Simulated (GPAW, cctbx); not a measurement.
# By hand: from a DFT structure factor to an extinction distance in Na2Ir

Na2Ir, Fm-3m (no. 225), a = 6.8976 Å, b = 6.8976 Å, c = 6.8976 Å, α = 90.00°, β = 90.00°, γ = 90.00°.

| atom | mult. | x | y | z |
| --- | --- | --- | --- | --- |
| Ir1 | 4 | 0 | 0 | 0 |
| Na1 | 8 | 1/4 | 3/4 | 3/4 |

The start was made by putting kin elements into a known structure type; the compound need not exist, or be stable, in this form.

A DFT run (GPAW, PBE, 450 eV, 6×6×6 k-points, Fermi–Dirac width 0.1 eV) gives the static X-ray structure factor of 020 as 206.223 e for the conventional cell; superposed free atoms give 205.219 e. **Problem.** Find the Fourier component V of the crystal potential and the two-beam extinction distance at 120 kV in both cases.

### 1. Geometry

The cell volume is Ω = 328.16 Å³ and d(020) = 3.4488 Å, so g = 1/d = 0.2900 Å⁻¹.

### 2. The nuclei

Electrons feel nuclei as well as electrons, so the nuclear charges are summed with the same phases.

Phase sums Σ exp(2πi h·x), turned so that the total is real and positive: Ir +4.000, Na -8.000. Then F_Z = 77 × (+4.000) + 11 × (-8.000) = 220.00 e. The electron term has the same sign for this reflection.

### 3. Mott–Bethe

Poisson's equation, term by term, gives V = (e/4πε₀)(F_Z − F)/(πΩg²), with e/4πε₀ = 14.3996 V Å.

The prefactor is 14.3996 × 3.4488²/(π × 328.16) = 0.16613 V per electron. Free atoms: (220.00 − 205.219) × 0.16613 = 2.456 V. Crystal: (220.00 − 206.223) × 0.16613 = 2.289 V. F changes by +0.49 % and V by -6.8 %: the same 1.00 e is measured against F_Z − F = 14.8 e in place of F = 205.2 e.

### 4. Extinction distance

In the two-beam case ξ = 1/(λU) with U = 2γm₀eV/h², that is ξ = 150.41 V Å²/(γλV).

At 120 kV, λ = 0.03349 Å and γ = 1.2348. Free atoms: ξ = 1481 Å. Crystal: ξ = 1589 Å. The thickness fringes go as sin²(πt/ξ), so the two patterns slip by a quarter of a period when t|1/ξ₁ − 1/ξ₀| = 1/4, at t ≈ 545 nm. Thermal motion, absorption and many-beam coupling, left out here, change a real pattern.

### 5. Answer

V(020) is 2.29 V against 2.46 V, and ξ is 1589 against 1481 Å. Limits: static atoms, two beams.
